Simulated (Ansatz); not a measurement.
**How fast states decay through PbCl2F2**

Wanted: the relaxed cell of PbCl2F2, its band edges and its decay constants. It is built by putting Cl for part of the F in the PbF4 structure of space group I4/mmm, with the volume rescaled by atomic radii. The parent structure comes from the Materials Project.

Calculated with Ansatz 0.2.0; PBE DFT, plane waves, PAW files, in the first sound run; inputs show where later runs differ.

This is a report of a sequence of runs, with most program output left out.

The structure was built from a prototype and need not be the compound's stable phase.

## 1. Set-up

The structure is tetragonal, space group I4/mmm (No. 139). Conventional cell: a = 4.833 Å, b = 4.833 Å, c = 8.854 Å, α = 90.00°, β = 90.00°, γ = 90.00°. Pb has 2 F at 2.23 Å and 4 Cl at 2.42 Å nearest. F has 1 Pb at 2.23 Å nearest. Cl has 2 Pb at 2.42 Å nearest. It derives from PbF4. Cl for part of the F in the PbF4 structure of space group I4/mmm. Farther neighbours and most contacts between anions are not listed.

## 2. Cell and atoms at rest

The substituted atoms don't fit the parent's cell, so cell and atoms relax together. A small smearing keeps the run stable in case the gap closes on the way.

Contents of input.yaml:

```yaml
crystal:
  lattice:
    - [-2.4163741766, 2.4163741766, 4.426988409]
    - [2.4163741766, -2.4163741766, 4.426988409]
    - [2.4163741766, 2.4163741766, -4.426988409]
  atoms:
    - { symbol: Pb, position: [0.0, 0.0, 0.0] }
    - { symbol: F, position: [0.74815282, 0.74815282, 0.0] }
    - { symbol: Cl, position: [0.5, 0.0, 0.5] }
    - { symbol: Cl, position: [0.0, 0.5, 0.5] }
    - { symbol: F, position: [0.25184718, 0.25184718, 0.0] }
kpoints:
  mp_grid: { grid: [6, 6, 6] }
scf:
  occupations: { method: gaussian, width: 0.03 }
hamiltonian:
  xc: pbe
output:
  forces: true
  stress: true
relax:
  f_tol: 0.02
  max_steps: 60
  cell: {}
```

Command:

```bash
$ ansatz run input.yaml --threads 2 --pin off --max-ram 4096MiB --backend cpu --events-out ev --progress --plain --runs-dir out
```

Elapsed: 30 s, on 2 threads of Arm Neoverse V2, shared host; peak memory 0.46 GiB.

The steps of the relaxation:

```
step  energy less that of the first step (eV)  largest force component (eV/Å)  pressure (GPa)  volume (Å³)
   1                                   0.0000                          1.8131            5.66       103.39
   2                                  -0.9841                          0.4662            2.29       111.98
   3                                  -1.0653                          0.3977            1.23       119.71
   4                                  -1.0721                          0.1532           -0.49       121.69
   5                                  -1.0752                          0.0102           -0.01       120.89
   6                                  -1.0753                          0.0003            0.00       120.79
  7*                                  -1.1614                          0.0031            1.09       120.79
   8                                  -1.1711                          0.0048            0.35       125.11
   9                                  -1.1683                          0.0165            0.04       128.25
  10                                  -1.1675                          0.0043            0.00       128.75
 11*                                  -1.1824                          0.0054            0.05       128.75
  12                                  -1.1816                          0.0018            0.01       130.19
  13                                  -1.1811                          0.0019            0.01       130.82
 14*                                  -1.1835                          0.0016            0.01       130.82
```

Relaxation steps marked * repeat the geometry before them on a plane-wave basis chosen anew for their cell, so energy and pressure can jump there.

Forces are held to the 16 operations that the run works with; a distortion that breaks them can't arise in this run.

```
conventional cell, symmetrised  before  after   change
                         a (Å)   4.833  5.263   +8.9 %
                         b (Å)   4.833  5.263   +8.9 %
                         c (Å)   8.854  9.445   +6.7 %
              volume (Å³/atom)   20.68  26.16  +26.5 %
```

The atoms that moved most (Å, as changes of fractional coordinates times the final cell):

```
atom     dx     dy      dz  length
  F2  0.000  0.000   0.362   0.362
  F5  0.000  0.000  -0.362   0.362
```

The relaxed structure:

```cif
data_structure
_symmetry_space_group_name_H-M 'P 1'
_symmetry_Int_Tables_number 1
_cell_length_a 6.0127
_cell_length_b 6.0127
_cell_length_c 6.0127
_cell_angle_alpha 128.090
_cell_angle_beta 128.090
_cell_angle_gamma 76.479
_cell_volume 130.82
loop_
_atom_site_label
_atom_site_type_symbol
_atom_site_fract_x
_atom_site_fract_y
_atom_site_fract_z
_atom_site_occupancy
Pb1 Pb 0.00000 0.00000 0.00000 1
F2 F 0.78651 0.78651 0.00000 1
Cl3 Cl 0.50000 0.00000 0.50000 1
Cl4 Cl 0.00000 0.50000 0.50000 1
F5 F 0.21349 0.21349 0.00000 1
```

Numbers from this step:

| Property | Result |
| --- | --- |
| free energy | -15681.8081 eV |
| Fermi energy | 0.3327 eV |
| pressure | 0.01314 GPa |

The largest force component on a free atom ends at 0.0016 eV/Å.

## 3. Band edges

The energy window and the wavevectors of the next steps follow from the band edges, so these are searched first, off the mesh as well.

Contents of input.yaml:

```yaml
crystal:
  lattice:
    - [-2.6315441527, 2.6315441527, 4.7225819062]
    - [2.6315441527, -2.6315441527, 4.7225819062]
    - [2.6315441527, 2.6315441527, -4.7225819062]
  atoms:
    - { symbol: Pb, position: [0.0, 0.0, 0.0] }
    - { symbol: F, position: [0.7865052249, 0.7865052249, 0.0] }
    - { symbol: Cl, position: [0.5, 0.0, 0.5] }
    - { symbol: Cl, position: [0.0, 0.5, 0.5] }
    - { symbol: F, position: [0.2134947751, 0.2134947751, 0.0] }
kpoints:
  mp_grid: { grid: [8, 8, 8] }
  band_path: { path: [VBM, CBM], npoints: 30 }
scf:
  occupations: { method: fixed }
hamiltonian:
  xc: pbe
output:
  eigenvalues: true
  write_potential: true
  write_density: true
  volumetric_format: npy
```

Wall time 9.6 s (2 threads); peak memory 0.46 GiB; 18 s of CPU time.

Numbers from this step:

```
free energy         : -15681.8083 eV
Fermi energy        : 0.2347 eV
gap on the k-mesh   : 0.1878 eV
gap on path         : 0.1878 eV, by band count; negative where bands overlap
direct gap on path  : 0.7354 eV
edge places on path : 0, 0.8442 1/A along the path
```

The electronic bands at the labelled points (eV, zero at the Fermi level (highest filled level under fixed occupations); v1 is the highest filled band, c1 the lowest empty one):

```
  point     v4     v3     v2     v1    c1    c2    c3    c4
    VBM  -1.12  -0.48  -0.43   0.00  3.18  4.81  4.87  6.94
halfway  -1.15  -0.59  -0.51  -0.33  1.20  7.05  7.38  7.87
    CBM  -0.69  -0.61  -0.55  -0.55  0.19  7.59  9.32  9.56
```

The searched edges give 0.188 eV, as on the mesh.

## 4. Decaying states in the gap, plane (110)

This step: PBE DFT, plane waves, PAW files; complex bands by layer matching along the plane's normal (Ansatz 0.2.0).

The same crystal is laid in a cell whose first two vectors span the (110) plane (indices of the standard conventional cell, whose axes can be ordered otherwise than in the bulk input). At fixed energy and wavevector in the plane the solver finds all kz, real and complex. A few wavevectors are listed, (0, 0) and (-0.5, -0.5) in units of the plane's reciprocal vectors; the slowest state needn't be among them.

Contents of input.yaml:

```yaml
crystal:
  lattice:
    - [6.012722272, 0.0, 0.0]
    - [1.40580759, 5.846069974, 0.0]
    - [2.303457341, -2.923034987, 3.721565431]
  atoms:
    - { symbol: Pb, position: [0.0, 0.0, 0.0] }
    - { symbol: F, position: [0.7865052249, 0.7865052249, 0.0] }
    - { symbol: Cl, position: [0.0, 0.0, 0.5] }
    - { symbol: Cl, position: [0.5, 0.5, 0.5] }
    - { symbol: F, position: [0.2134947751, 0.2134947751, 0.0] }
kpoints:
  mp_grid: { grid: [6, 6, 6] }
scf:
  occupations: { method: fixed }
hamiltonian:
  xc: pbe
output:
  eigenvalues: true
  transmission:
    leads: [[0, 0]]
    kpoints: [[0.0, 0.0], [-0.5, -0.5]]
    e_range: [-1.0, 1.19]
    de: 0.05
```

It took 47 s on 2 threads; peak memory 0.9 GiB.

Numbers from this step:

- free energy: -15681.8084 eV
- gap on the k-mesh: 0.1876 eV
- level to which the leads are filled: 0.09382 eV from the Fermi level
- decay constant at the filling level, zone centre: 0.09605 Å⁻¹
- decay constant at the filling level, slowest listed point: 0.0961 Å⁻¹

K parallel (0, 0); values up to 1.5 1/Å, a degenerate pair printed once or twice; energies at which all values exceed this have no row. The Im kz of the slowest decaying states by energy, zero at the highest filled level on the SCF mesh:

```
energy (eV)  decay 1 (Å⁻¹)  decay 2 (Å⁻¹)  decay 3 (Å⁻¹)  decay 4 (Å⁻¹)
     -1.000          0.126          0.397          0.497          0.535
     -0.900          0.167          0.458          0.465          0.477
     -0.850          0.183          0.443          0.445          0.488
     -0.750          0.211          0.311          0.369          0.373
     -0.650          0.230          0.234          0.267          0.612
     -0.550         0.0416          0.256          0.669          0.684
     -0.500         0.0766          0.267          0.672          0.726
     -0.400          0.124          0.261          0.283          0.288
     -0.300          0.146          0.311          0.392          0.498
     -0.250          0.151          0.323          0.429          0.578
     -0.150          0.152          0.350          0.485          0.671
     -0.050          0.142          0.380          0.526          0.666
      0.000        0.00149          0.131          0.396          0.543
      0.050          0.113          0.117          0.412          0.558
      0.100         0.0960          0.153          0.429          0.571
      0.200          0.199          0.460          0.595          0.650
      0.300          0.226          0.488          0.614          0.643
      0.400          0.245          0.514          0.631          0.638
      0.450          0.252          0.526          0.635          0.638
      0.550          0.264          0.547          0.631          0.651
      0.650          0.274          0.567          0.628          0.662
      0.700          0.278          0.576          0.627          0.667
      0.800          0.285          0.592          0.625          0.676
      0.900          0.290          0.607          0.624          0.684
      1.000          0.295          0.620          0.623          0.691
      1.050          0.297          0.623          0.626          0.694
      1.150          0.300          0.623          0.638          0.699
```

K parallel (0, 0). The Re kz of states that move upwards by energy, zero at the highest filled level on the SCF mesh:

```
energy (eV)  channel 1 (Å⁻¹)  channel 2 (Å⁻¹)  channel 3 (Å⁻¹)
     -1.000           -0.327                -                -
     -0.900           -0.271                -                -
     -0.800           -0.216                -                -
     -0.700           -0.158                -                -
     -0.600          -0.0864           0.0908            0.409
     -0.500            0.188            0.458            0.693
     -0.400            0.340                -                -
     -0.300            0.453                -                -
     -0.200            0.555                -                -
     -0.100            0.659                -                -
      0.000                -                -                -
      0.150                -                -                -
      0.250           0.0889                -                -
      0.350            0.149                -                -
      0.450            0.195                -                -
      0.550            0.235                -                -
      0.650            0.270                -                -
      0.750            0.303                -                -
      0.850            0.332                -                -
      0.950            0.360                -                -
      1.050            0.386                -                -
      1.150            0.411                -                -
```

K parallel (-0.5, -0.5); values up to 1.5 1/Å, a degenerate pair printed once or twice; energies at which all values exceed this have no row. The Im kz of the slowest decaying states by energy, zero at the highest filled level on the SCF mesh:

```
energy (eV)  decay 1 (Å⁻¹)  decay 2 (Å⁻¹)  decay 3 (Å⁻¹)  decay 4 (Å⁻¹)
     -1.000          0.123          0.498          0.641          0.952
     -0.900          0.163          0.446          0.702          0.861
     -0.850          0.179          0.416          0.735          0.808
     -0.750          0.205          0.345          0.697          0.801
     -0.650          0.228          0.247          0.607          0.854
     -0.550         0.0320          0.248          0.539          0.573
     -0.500          0.123          0.257          0.314          0.511
     -0.400          0.125          0.200          0.276          0.287
     -0.300          0.242          0.242          0.294          0.424
     -0.250          0.253          0.280          0.304          0.410
     -0.150          0.256          0.326          0.339          0.395
     -0.050          0.232          0.351          0.385          0.398
      0.000        0.00155          0.212          0.365          0.404
      0.050          0.121          0.188          0.380          0.411
      0.100          0.159          0.163          0.395          0.419
      0.200         0.0662          0.212          0.427          0.434
      0.300          0.239          0.449          0.456          0.493
      0.400          0.258          0.463          0.483          0.514
      0.450          0.265          0.469          0.496          0.524
      0.550          0.276          0.481          0.519          0.542
      0.650          0.285          0.492          0.540          0.558
      0.700          0.289          0.497          0.549          0.565
      0.800          0.295          0.507          0.567          0.578
      0.900          0.300          0.516          0.583          0.589
      1.000          0.304          0.523          0.597          0.600
      1.050          0.306          0.527          0.604          0.604
      1.150          0.309          0.534          0.613          0.616
```

K parallel (-0.5, -0.5). Table of Re kz of states that move upwards by energy, zero at the highest filled level on the SCF mesh:

```
energy (eV)  channel 1 (Å⁻¹)  channel 2 (Å⁻¹)  channel 3 (Å⁻¹)
     -1.000           -0.443            0.214                -
     -0.950           -0.406            0.259                -
     -0.900           -0.371            0.300                -
     -0.850           -0.335            0.341                -
     -0.750           -0.262            0.421                -
     -0.700           -0.221            0.463                -
     -0.650           -0.176            0.506                -
     -0.600           -0.120            0.552                -
     -0.550           0.0476            0.604                -
     -0.500            0.190            0.666                -
     -0.400            0.332                -                -
     -0.350            0.388                -                -
     -0.300            0.441                -                -
     -0.250            0.491                -                -
     -0.200            0.542                -                -
     -0.150            0.593                -                -
     -0.050            0.712                -                -
      0.000                -                -                -
      0.050                -                -                -
      0.100                -                -                -
      0.150                -                -                -
      0.200                -                -                -
      0.300            0.128                -                -
      0.350            0.163                -                -
      0.400            0.192                -                -
      0.450            0.217                -                -
      0.500            0.239                -                -
      0.550            0.259                -                -
      0.650            0.294                -                -
      0.700            0.310                -                -
      0.750            0.326                -                -
      0.800            0.340                -                -
      0.850            0.354                -                -
      0.900            0.367                -                -
      1.000            0.392                -                -
      1.050            0.404                -                -
      1.100            0.416                -                -
      1.150            0.427                -                -
```

At the listed wavevectors the last open channel is at -0.05 eV and the next at +0.20 eV on the grid. At +0.10 eV, the grid energy nearest the filling level (the middle of the gap on the SCF mesh), the slowest state at the listed wavevectors decays with κ = 0.0961 Å⁻¹, its amplitude falling by e over 10 Å. Through 1 nm of this crystal that state's transmission falls by exp(−2 × 0.0961 Å⁻¹ × 10 Å) = 0.15.

(Part 1 of 2 ends here.)

[Logs are printed without paths, hosts, clocks, repeated set-up lines and the standing remarks that a program may print on its own settings, such as how far it seeks lower states.]

[Hosts, paths, dates, database ids (printed as entryN), source tags and the programs' standing remarks are cut or masked in the printed files.]
